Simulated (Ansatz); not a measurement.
**Br on Mo(100): change of the work function**

Wanted: Δφ(θ) for Br/Mo(100), starting from the bridge site.

Calculated with Ansatz 0.2.0; plane-wave DFT, PBE, Ansatz PAW.

**1. Set-up**

The cell holds 5 atoms: 5 Mo. Cell: a = 3.150 Å, b = 3.150 Å, c = 24.300 Å, α = 90.0°, β = 90.0°, γ = 90.0°. Vacuum lies along c.

**2. The clean slab**

The bare slab comes first, as the zero from which every change is counted. The two lowest layers are held at bulk places and the upper ones relax. The dipole correction removes the false field that a one-sided slab makes across the periodic vacuum, so each face gets a flat vacuum level of its own.

The input, input.yaml:

```yaml
crystal:
  lattice:
    - [3.15, 0.0, 0.0]
    - [0.0, 3.15, 0.0]
    - [0.0, 0.0, 24.3]
  atoms:
    - { symbol: Mo, position: [0.0, 0.0, 0.3703703704] }
    - { symbol: Mo, position: [0.5, 0.5, 0.4351851852] }
    - { symbol: Mo, position: [0.0, 0.0, 0.5] }
    - { symbol: Mo, position: [0.5, 0.5, 0.5648148148] }
    - { symbol: Mo, position: [0.0, 0.0, 0.6296296296] }
kpoints:
  mp_grid: { grid: [10, 10, 1] }
hamiltonian:
  xc: pbe
scf:
  occupations: { method: fermi_dirac, width: 0.1 }
  convergence: { dr2_threshold: 1.0e-08 }
efield:
  axis: 3
  dipole_correction: true
  ramp_position: 0.97
  ramp_width: 0.06
relax:
  f_tol: 0.02
  max_steps: 60
  constraints: [{ sites: [0, 1] }]
output:
  write_potential: true
  write_density: true
  volumetric_format: npy
```

Run with:

```
$ ansatz run input.yaml --threads 4 --pin off --max-ram 12288MiB --backend cpu --events-out ev --progress --plain --runs-dir out
```

Numbers of over 12 decimals in the logs are rounded to 6 here.

Log:

```text
Engine: ansatz 0.2.0, x86_64-unknown-linux-gnu
Pseudopotentials: kind: paw
Pseudopotential: Mo, paw, valence charge 14, recommended cutoff 420 eV (normal), Mo.paw.azcp
Functional definition: PBE
  parameter kappa = 0.804
  parameter beta = 0.066725
  exchange = pbe_x(kappa = kappa, mu = beta*pi^2/3)
  correlation = pbe_c(beta = beta)
Crystal: 5 atoms, lattice volume = 241.117 Å³
Basis set: ecut = 420 eV, 4761 PW (Γ), exchange–correlation on 48×48×360 points (8 copies of the dense FFT grid, shifted against one another)
Bands: 42, of which v1, the nominal top of the filled ones, is band 35 counted from 1 (34 counted from 0)
Symmetry: 8 space group operations
k-points: 21 of 100
Non-local potential: Mo, projectors of the file, l = 0: 3, l = 1: 2, l = 2: 2, l = 3: 1
PAW form: soft (Blöchl's): semilocal exchange-correlation on the pseudo side does not see the compensation charge
PAW one-centre angular grid: Mo, 590 points (default); XC on 64 Gauss nodes
Initial density: superposition of atomic densities (neutral atoms: chi_scale 0, normalization atom), corrected by the library's trained network
Initial wavefunctions: pseudopotential atomic-orbital guess
Functional: x = pbe(κ = 0.804, μ = 0.219515), c = pbe(β = 0.066725)
SCF iter   1: F=—  HF=-24775.896446 eV  |F-HF|=—  |Δ(HF+E_count)|=         —  Δρ=7.96e-3  dr2=5.79e-1  ethr=1.77e-3  p=0.000 e·Å  D=1.79e-13 V/Å  ΔV_dip=-0.00 eV  dr2_dipole=1.33e-8  V_vac-E_F(+/−)=4.02/4.02 eV  ⟨swp⟩=8.5  Hψ=4171  notcnv=0
efield: sawtooth ramp at fractional position 0.9700 (set: `efield.ramp_position`, or a place that a band, a saddle search or an elastic batch's reference lends), width 0.0600; the density the first Hamiltonian is built on has a dipole p = 0.000 e·Å; the dipole correction subtracts the counter field D = 1.79e-13 V/Å, which shifts the + side's vacuum level by -0.00 eV against the − side's; the planar-averaged density in the ramp window peaks in size at 8.8e-6 e/Å³
preconditioner: auto → LDOS  [metal: Δε(μ)=0.010 eV  Ē_g=3.489 eV  σ=0.100 eV  W_gap=0.03  n_scr=44 (ndim 8)  ℏωp=13.1 eV  f_vac=0.585  D(μ)=7.62/eV (n_scr^D=62)  β→1.0]
SCF iter   2: F=—  HF=-24775.865441 eV  |F-HF|=—  |Δ(HF+E_count)|=   3.10e-2  Δρ=3.98e-3  dr2=7.06e-2  ethr=8.27e-4  p=-0.000 e·Å  D=-1.97e-6 V/Å  ΔV_dip=0.00 eV  dr2_dipole=3.25e-8  V_vac-E_F(+/−)=3.96/3.96 eV  ⟨swp⟩=2.1  Hψ=1189  notcnv=0
SCF iter   3: F=—  HF=-24775.861367 eV  |F-HF|=—  |Δ(HF+E_count)|=   4.07e-3  Δρ=1.53e-3  dr2=1.08e-2  ethr=1.01e-4  p=-0.000 e·Å  D=-1.78e-6 V/Å  ΔV_dip=0.00 eV  dr2_dipole=7.75e-10  V_vac-E_F(+/−)=3.96/3.96 eV  ⟨swp⟩=2.0  Hψ=1276  notcnv=0
SCF iter   4: F=—  HF=-24775.860733 eV  |F-HF|=—  |Δ(HF+E_count)|=   6.33e-4  Δρ=3.16e-4  dr2=7.11e-4  ethr=1.54e-5  p=-0.000 e·Å  D=-9.45e-7 V/Å  ΔV_dip=0.00 eV  dr2_dipole=1.72e-13  V_vac-E_F(+/−)=3.97/3.97 eV  ⟨swp⟩=2.2  Hψ=1152  notcnv=0
SCF iter   5: F=—  HF=-24775.860760 eV  |F-HF|=—  |Δ(HF+E_count)|=   2.65e-5  Δρ=9.32e-5  dr2=3.12e-5  ethr=1.02e-6  p=-0.000 e·Å  D=-5.12e-7 V/Å  ΔV_dip=0.00 eV  dr2_dipole=1.14e-13  V_vac-E_F(+/−)=3.97/3.97 eV  ⟨swp⟩=2.2  Hψ=1159  notcnv=0
SCF iter   6: F=—  HF=-24775.860790 eV  |F-HF|=—  |Δ(HF+E_count)|=   3.06e-5  Δρ=3.51e-5  dr2=4.28e-6  ethr=4.45e-8  p=-0.000 e·Å  D=-1.94e-7 V/Å  ΔV_dip=0.00 eV  dr2_dipole=9.63e-13  V_vac-E_F(+/−)=3.97/3.97 eV  ⟨swp⟩=2.5  Hψ=1330  notcnv=0
SCF iter   7: F=—  HF=-24775.861109 eV  |F-HF|=—  |Δ(HF+E_count)|=   3.19e-4  Δρ=1.21e-5  dr2=1.27e-6  ethr=6.11e-9  p=-0.000 e·Å  D=-8.39e-8 V/Å  ΔV_dip=0.00 eV  dr2_dipole=4.57e-12  V_vac-E_F(+/−)=3.97/3.97 eV  ⟨swp⟩=2.4  Hψ=1474  notcnv=0
SCF iter   8: F=—  HF=-24775.861110 eV  |F-HF|=—  |Δ(HF+E_count)|=   5.38e-7  Δρ=3.87e-6  dr2=7.60e-8  ethr=1.81e-9  p=-0.000 e·Å  D=-4.11e-8 V/Å  ΔV_dip=0.00 eV  dr2_dipole=4.30e-16  V_vac-E_F(+/−)=3.97/3.97 eV  ⟨swp⟩=2.4  Hψ=1373  notcnv=0
SCF iter   9: F=—  HF=-24775.861110 eV  |F-HF|=—  |Δ(HF+E_count)|=   1.23e-7  Δρ=1.46e-6  dr2=1.25e-8  ethr=1.43e-11  p=-0.000 e·Å  D=-2.76e-8 V/Å  ΔV_dip=0.00 eV  dr2_dipole=2.09e-12  V_vac-E_F(+/−)=3.97/3.97 eV  ⟨swp⟩=11.0  Hψ=6623  notcnv=0
SCF iter  10: F=-24775.861110 eV  HF=-24775.861110 eV  |F-HF|=1.40e-9  |Δ(HF+E_count)|=   8.33e-9  Δρ=6.26e-7  dr2=2.95e-9  ethr=1.43e-11  p=-0.000 e·Å  D=-1.94e-9 V/Å  ΔV_dip=0.00 eV  dr2_dipole=5.17e-14  V_vac-E_F(+/−)=3.97/3.97 eV  ⟨swp⟩=9.7  Hψ=5885  notcnv=0
SCF 1 converged in 10 iterations: F = -24775.861110 eV  dr2 = 2.95e-9
  greatest PAW one-centre occupation: 0.998 electrons in one spin orbital (limit 2), on the Mo atom at site 0 (counted from 0), in its partial waves of l = 0
relax step   1: F+E_penalty+E_count = -24775.86111004 eV  Δ(F+E_penalty+E_count) = +0.000e0 eV  max|allowed force component| = 1.258e0 eV/Å  Δτ_max = 0.0000 Å  (10 SCF iters, accepted)
Initial density: handed on by an earlier stage of this run
Initial wavefunctions: those handed on with the density
iter 1 solved again at ethr=2.37e-3 eV; its pass at ethr=3.10e-3 eV (dr2=1.66e0 eV) is discarded
SCF iter   1: F=—  HF=-24775.979125 eV  |F-HF|=—  |Δ(HF+E_count)|=         —  Δρ=1.17e-2  dr2=2.03e0  ethr=2.37e-3  p=-0.000 e·Å  D=-4.11e-7 V/Å  ΔV_dip=0.00 eV  dr2_dipole=5.84e-1  V_vac-E_F(+/−)=4.00/4.00 eV  ⟨swp⟩=1.1  Hψ=3340  notcnv=0
efield: sawtooth ramp at fractional position 0.9700 (set: `efield.ramp_position`, or a place that a band, a saddle search or an elastic batch's reference lends), width 0.0600; the density the first Hamiltonian is built on has a dipole p = -0.000 e·Å; the dipole correction subtracts the counter field D = -4.11e-7 V/Å, which shifts the + side's vacuum level by +0.00 eV against the − side's; the planar-averaged density in the ramp window peaks in size at 1.8e-6 e/Å³
preconditioner: auto → LDOS  [metal: Δε(μ)=0.005 eV  Ē_g=3.639 eV  σ=0.100 eV  W_gap=0.01  n_scr=44 (ndim 8)  ℏωp=13.1 eV  f_vac=0.593  D(μ)=6.70/eV (n_scr^D=44)  β→1.0]
SCF iter   2: F=—  HF=-24775.937709 eV  |F-HF|=—  |Δ(HF+E_count)|=   4.14e-2  Δρ=5.66e-3  dr2=1.87e-1  ethr=2.37e-3  p=0.000 e·Å  D=1.73e-4 V/Å  ΔV_dip=-0.00 eV  dr2_dipole=6.37e-3  V_vac-E_F(+/−)=3.96/3.96 eV  ⟨swp⟩=2.5  Hψ=1354  notcnv=0
SCF iter   3: F=—  HF=-24775.931871 eV  |F-HF|=—  |Δ(HF+E_count)|=   5.84e-3  Δρ=4.14e-3  dr2=1.12e-1  ethr=2.67e-4  p=-0.000 e·Å  D=-6.70e-6 V/Å  ΔV_dip=0.00 eV  dr2_dipole=1.00e-3  V_vac-E_F(+/−)=3.97/3.97 eV  ⟨swp⟩=2.5  Hψ=1601  notcnv=0
SCF iter   4: F=—  HF=-24775.923093 eV  |F-HF|=—  |Δ(HF+E_count)|=   8.78e-3  Δρ=1.44e-3  dr2=1.58e-2  ethr=1.60e-4  p=0.000 e·Å  D=3.04e-4 V/Å  ΔV_dip=-0.01 eV  dr2_dipole=3.72e-4  V_vac-E_F(+/−)=3.96/3.97 eV  ⟨swp⟩=2.1  Hψ=1126  notcnv=0
[...]
SCF iter   7: F=—  HF=-24775.989979 eV  |F-HF|=—  |Δ(HF+E_count)|=   3.11e-4  Δρ=1.23e-5  dr2=1.13e-6  ethr=5.41e-9  p=0.005 e·Å  D=3.99e-3 V/Å  ΔV_dip=-0.10 eV  dr2_dipole=1.50e-7  V_vac-E_F(+/−)=3.89/3.99 eV  ⟨swp⟩=2.3  Hψ=1363  notcnv=0
SCF iter   8: F=—  HF=-24775.989979 eV  |F-HF|=—  |Δ(HF+E_count)|=   1.03e-7  Δρ=4.39e-6  dr2=1.67e-7  ethr=1.61e-9  p=0.005 e·Å  D=3.88e-3 V/Å  ΔV_dip=-0.09 eV  dr2_dipole=3.27e-9  V_vac-E_F(+/−)=3.90/3.99 eV  ⟨swp⟩=2.3  Hψ=1273  notcnv=0
SCF iter   9: F=—  HF=-24775.989979 eV  |F-HF|=—  |Δ(HF+E_count)|=   2.14e-8  Δρ=2.00e-6  dr2=2.98e-8  ethr=2.39e-10  p=0.005 e·Å  D=3.85e-3 V/Å  ΔV_dip=-0.09 eV  dr2_dipole=8.06e-10  V_vac-E_F(+/−)=3.90/3.99 eV  ⟨swp⟩=2.6  Hψ=1353  notcnv=0
SCF iter  10: F=-24775.989979 eV  HF=-24775.989979 eV  |F-HF|=1.01e-9  |Δ(HF+E_count)|=   1.71e-8  Δρ=6.72e-7  dr2=2.59e-9  ethr=1.43e-11  p=0.005 e·Å  D=3.84e-3 V/Å  ΔV_dip=-0.09 eV  dr2_dipole=6.25e-10  V_vac-E_F(+/−)=3.90/3.99 eV  ⟨swp⟩=10.0  Hψ=6328  notcnv=0
SCF 3 converged in 10 iterations: F = -24775.989979 eV  dr2 = 2.59e-9
relax step   3: F+E_penalty+E_count = -24775.98997880 eV  Δ(F+E_penalty+E_count) = -6.816e-2 eV  max|allowed force component| = 1.330e-1 eV/Å  Δτ_max = 0.0753 Å  (10 SCF iters, accepted)
[...]
relax step   4: F+E_penalty+E_count = -24775.99113232 eV  Δ(F+E_penalty+E_count) = -1.154e-3 eV  max|allowed force component| = 7.397e-2 eV/Å  Δτ_max = 0.0448 Å  (10 SCF iters, accepted)
SCF iter   1: F=—  HF=-24775.993319 eV  |F-HF|=—  |Δ(HF+E_count)|=         —  Δρ=1.89e-3  dr2=5.69e-2  ethr=8.38e-4  p=0.005 e·Å  D=3.92e-3 V/Å  ΔV_dip=-0.10 eV  dr2_dipole=1.53e-2  V_vac-E_F(+/−)=3.89/3.99 eV  ⟨swp⟩=2.0  Hψ=1318  notcnv=0
efield: sawtooth ramp at fractional position 0.9700 (set: `efield.ramp_position`, or a place that a band, a saddle search or an elastic batch's reference lends), width 0.0600; the density the first Hamiltonian is built on has a dipole p = 0.005 e·Å; the dipole correction subtracts the counter field D = 3.92e-3 V/Å, which shifts the + side's vacuum level by -0.10 eV against the − side's; the planar-averaged density in the ramp window peaks in size at 6.0e-7 e/Å³
preconditioner: auto → LDOS  [metal: Δε(μ)=0.021 eV  Ē_g=3.591 eV  σ=0.100 eV  W_gap=0.05  n_scr=44 (ndim 8)  ℏωp=13.1 eV  f_vac=0.591  D(μ)=7.33/eV (n_scr^D=54)  β→1.0]
SCF iter   2: F=—  HF=-24775.992261 eV  |F-HF|=—  |Δ(HF+E_count)|=   1.06e-3  Δρ=7.92e-4  dr2=5.94e-3  ethr=8.12e-5  p=0.006 e·Å  D=4.33e-3 V/Å  ΔV_dip=-0.11 eV  dr2_dipole=8.14e-4  V_vac-E_F(+/−)=3.88/3.99 eV  ⟨swp⟩=1.1  Hψ=1052  notcnv=0
SCF iter   3: F=—  HF=-24775.992178 eV  |F-HF|=—  |Δ(HF+E_count)|=   8.34e-5  Δρ=7.74e-4  dr2=3.70e-3  ethr=8.48e-6  p=0.006 e·Å  D=4.15e-3 V/Å  ΔV_dip=-0.10 eV  dr2_dipole=5.37e-5  V_vac-E_F(+/−)=3.89/3.99 eV  ⟨swp⟩=2.6  Hψ=1457  notcnv=0
SCF iter   4: F=—  HF=-24775.991881 eV  |F-HF|=—  |Δ(HF+E_count)|=   2.97e-4  Δρ=1.19e-4  dr2=7.40e-5  ethr=5.28e-6  p=0.006 e·Å  D=4.14e-3 V/Å  ΔV_dip=-0.10 eV  dr2_dipole=2.31e-8  V_vac-E_F(+/−)=3.89/3.99 eV  ⟨swp⟩=2.2  Hψ=1129  notcnv=0
SCF iter   5: F=—  HF=-24775.991879 eV  |F-HF|=—  |Δ(HF+E_count)|=   1.94e-6  Δρ=2.70e-5  dr2=3.87e-6  ethr=1.06e-7  p=0.005 e·Å  D=4.06e-3 V/Å  ΔV_dip=-0.10 eV  dr2_dipole=7.70e-10  V_vac-E_F(+/−)=3.89/3.99 eV  ⟨swp⟩=2.7  Hψ=1339  notcnv=0
SCF iter   6: F=—  HF=-24775.992197 eV  |F-HF|=—  |Δ(HF+E_count)|=   3.18e-4  Δρ=8.43e-6  dr2=3.97e-7  ethr=5.53e-9  p=0.005 e·Å  D=3.98e-3 V/Å  ΔV_dip=-0.10 eV  dr2_dipole=4.16e-8  V_vac-E_F(+/−)=3.89/3.99 eV  ⟨swp⟩=2.5  Hψ=1459  notcnv=0
SCF iter   7: F=—  HF=-24775.992197 eV  |F-HF|=—  |Δ(HF+E_count)|=   2.16e-7  Δρ=4.88e-6  dr2=1.79e-7  ethr=5.68e-10  p=0.005 e·Å  D=3.91e-3 V/Å  ΔV_dip=-0.10 eV  dr2_dipole=1.47e-8  V_vac-E_F(+/−)=3.89/3.99 eV  ⟨swp⟩=2.8  Hψ=1651  notcnv=0
SCF iter   8: F=—  HF=-24775.992197 eV  |F-HF|=—  |Δ(HF+E_count)|=   1.89e-8  Δρ=1.42e-6  dr2=1.19e-8  ethr=2.55e-10  p=0.005 e·Å  D=3.88e-3 V/Å  ΔV_dip=-0.09 eV  dr2_dipole=1.76e-11  V_vac-E_F(+/−)=3.90/3.99 eV  ⟨swp⟩=2.4  Hψ=1339  notcnv=0
SCF iter   9: F=-24775.992197 eV  HF=-24775.992197 eV  |F-HF|=4.44e-10  |Δ(HF+E_count)|=   9.29e-9  Δρ=5.59e-7  dr2=2.80e-9  ethr=1.43e-11  p=0.005 e·Å  D=3.86e-3 V/Å  ΔV_dip=-0.09 eV  dr2_dipole=3.55e-12  V_vac-E_F(+/−)=3.90/3.99 eV  ⟨swp⟩=9.6  Hψ=6218  notcnv=0
SCF 5 converged in 9 iterations: F = -24775.992197 eV  dr2 = 2.80e-9
relax step   5: F+E_penalty+E_count = -24775.99219688 eV  Δ(F+E_penalty+E_count) = -1.065e-3 eV  max|allowed force component| = 2.880e-3 eV/Å  Δτ_max = 0.0189 Å  (9 SCF iters, accepted)
NSCF: frozen V_eff on 21 k-points
the band table was solved once a step of the walk had ended and its energy, with any forces and stress, was formed, with the checks that follow a solve (4079 applications of the Hamiltonian). They found nothing against the state; the energy, forces and stress were not computed again (output.eigenvalues in the input reference)
WARN: The output density's exchange-correlation potential varies sharply where the density is thin. Do not read a vacuum level from v_tot or v_xc, or from such a field of the output density. On a cell that repeats whose density bears no net charge and no dipole along the vacuum's axis use v_es (v_loc + v_h of the components); under efield.dipole_correction with no amplitude use v_es + v_field, which holds any externa [...]
SCF converged after 9 iterations
Free energy (F): -24775.992197 eV
Harris-Foulkes:  -24775.992197 eV  (|F-HF|=4.44e-10)
Internal energy: -24775.766168 eV  (E = F + TS)
E sigma→0 (E₀):  -24775.879182 eV
Entropy (-TS):   -0.226029 eV (-45.206 meV/atom)
Fermi energy:    4.231401 eV
Dipole field:    D = 0.003862 V/Å  (p = 0.005146 e·Å, saw-weighted, corrected)
Work function:   Φ+ = 3.8960 eV   Φ− = 3.9899 eV
Levels:          The Fermi level and band energies are counted from a zero that moves with the ramp; work functions are not
--- Per-component energies (eV) ---
  E_band       = -1435.687098
  E_kinetic    = 2198.460836
  E_local      = -88403.848421  (includes V_loc(G=0)·N_el)
  E_nonlocal   = 718.411368
  E_hartree    = 42955.055604
  E_xc         = -912.031080
  E_vxc        = -1137.644111  (∫ρ·V_xc dr)
  E_paw        = -16007.338040  (= ΣΔE_a)
  E_vpaw       = -721.196468  (= ΣTr[D̂ρ^β])
  E_aug_tail   = 0.000214  (compensation charges beyond the density's cutoff)
  E_efield     = 0.000010  (sawtooth field / dipole correction)
  E_vefield    = 0.007420  (∫n·V_field dr)
  E_ewald      = 34675.523343
  E_smearing   = -0.226029  (= −TS)
  E_closure    = -0.000000  (closes the sum)
  Σ components = -24775.992197   (vs F -24775.992197, Δ=0.00e0)
--- Forces (eV/Å), atoms counted from 1 ---
  atom   1  Mo     0.00000000     0.00000000     1.03581006
  atom   2  Mo    -0.00000000     0.00000000    -1.03138642
  atom   3  Mo     0.00000000     0.00000000    -0.00086031
  atom   4  Mo    -0.00000000     0.00000000    -0.00067844
  atom   5  Mo    -0.00000000     0.00000000    -0.00288035
  max |Σ_I F_I| component: 4.55e-6 eV/Å
--- Band table (eV; the first three rows and the last of 21) ---
  k-point 0: bands = [... 31 lower, 3.4378, 3.4378, 3.9393, 4.0772, 4.1522, 4.1643, 4.1643, 4.2014, ... 3 higher]
  k-point 1: bands = [... 31 lower, 3.4407, 3.5693, 3.6894, 3.7174, 4.1919, 4.3343, 4.6194, 4.8258, ... 3 higher]
  k-point 2: bands = [... 31 lower, 3.1462, 3.4134, 3.4406, 3.5596, 4.5981, 4.7522, 4.8625, 4.9135, ... 3 higher]
  k-point 20: bands = [... 31 lower, 3.5901, 3.5901, 5.6610, 5.7593, 6.0472, 6.0472, 6.2075, 6.3636, ... 3 higher]
--- Relaxed structure (5 steps of the walk, 5 accepted, 0 SCFs on fresh bases) ---
  F+E_penalty+E_count = -24775.99219688 eV   max|allowed force component| = 2.880e-3 eV/Å
  atoms:
    - { symbol: Mo, position: [0.0, 0.0, 0.3703703704] }
    - { symbol: Mo, position: [0.5, 0.5, 0.4351851852] }
    - { symbol: Mo, position: [0, 0.0, 0.498811] }
    - { symbol: Mo, position: [0.5, 0.5, 0.566478] }
    - { symbol: Mo, position: [0, 0.0, 0.623523] }
```

It took 29 s on 4 threads of Intel Xeon Platinum 8259CL at 2.50GHz (Skylake/Cascade Lake), shared host; peak memory 0.7 GiB; 1.8 min of CPU time.

Step by step:

```tsv
step	energy less that of the first step (eV)	largest force component (eV/Å)
1	0.0000	1.2580
2	-0.0607	1.1238
3	-0.1289	0.1330
4	-0.1300	0.0740
5	-0.1311	0.0029
```

Forces are held to the 8 operations that the run works with; a distortion that breaks them can't arise in this run.

The atoms that moved most (Å):

```tsv
atom	dx	dy	dz	length
Mo5	0.000	0.000	-0.148	0.148
Mo4	0.000	0.000	0.040	0.040
Mo3	0.000	0.000	-0.029	0.029
```

The relaxed structure:

```xyz
5
Lattice="3.1500 0.0000 0.0000 0.0000 3.1500 0.0000 0.0000 0.0000 24.3000" Properties=species:S:1:pos:R:3
Mo    0.0000    0.0000    9.0000
Mo    1.5750    1.5750   10.5750
Mo    0.0000    0.0000   12.1211
Mo    1.5750    1.5750   13.7654
Mo    0.0000    0.0000   15.1516
```

This step gave:

```yaml
energy_at_zero_smearing: -24775.8792 eV
work_function_upper_face: 3.896 eV
work_function_lower_face: 3.990 eV
dipole_along_the_normal: 0.005146 e·Å
step_between_the_vacuum_levels: -0.09384 eV
```

Running mean over 1.575 Å of the planar mean; the ramp of the sawtooth is left out. Electron's electrostatic potential energy less the Fermi level against z:

```tsv
z (Å)	electron's electrostatic potential energy less the Fermi level (eV)
3	3.99
4	3.99
5	3.98
6	3.90
7	3.24
8	-2.54
9	-11.5
10	-12.5
11	-13.0
12	-12.9
13	-12.1
14	-14.0
15	-13.2
16	-4.27
17	2.92
18	3.78
19	3.88
20	3.89
21	3.90
```

The relaxation took 5 steps and lowered the energy by 0.13 eV; the largest force on the free atoms ends at 0.0029 eV/Å.

The work function of the upper face is 3.90 eV.

(Part 1 of 5 ends here.)

[Logs are printed without paths, hosts, clocks, repeated set-up lines and the standing remarks that a program may print on its own settings, such as how far it seeks lower states.]

[Hosts, paths, dates, database ids (printed as entryN), source tags and the programs' standing remarks are cut or masked in the printed files.]

[Maps of the electrostatic potential energy from Ansatz leave out the sawtooth potential of an applied field or a dipole correction, so their vacuum need not be flat; planar profiles and work functions include it.]
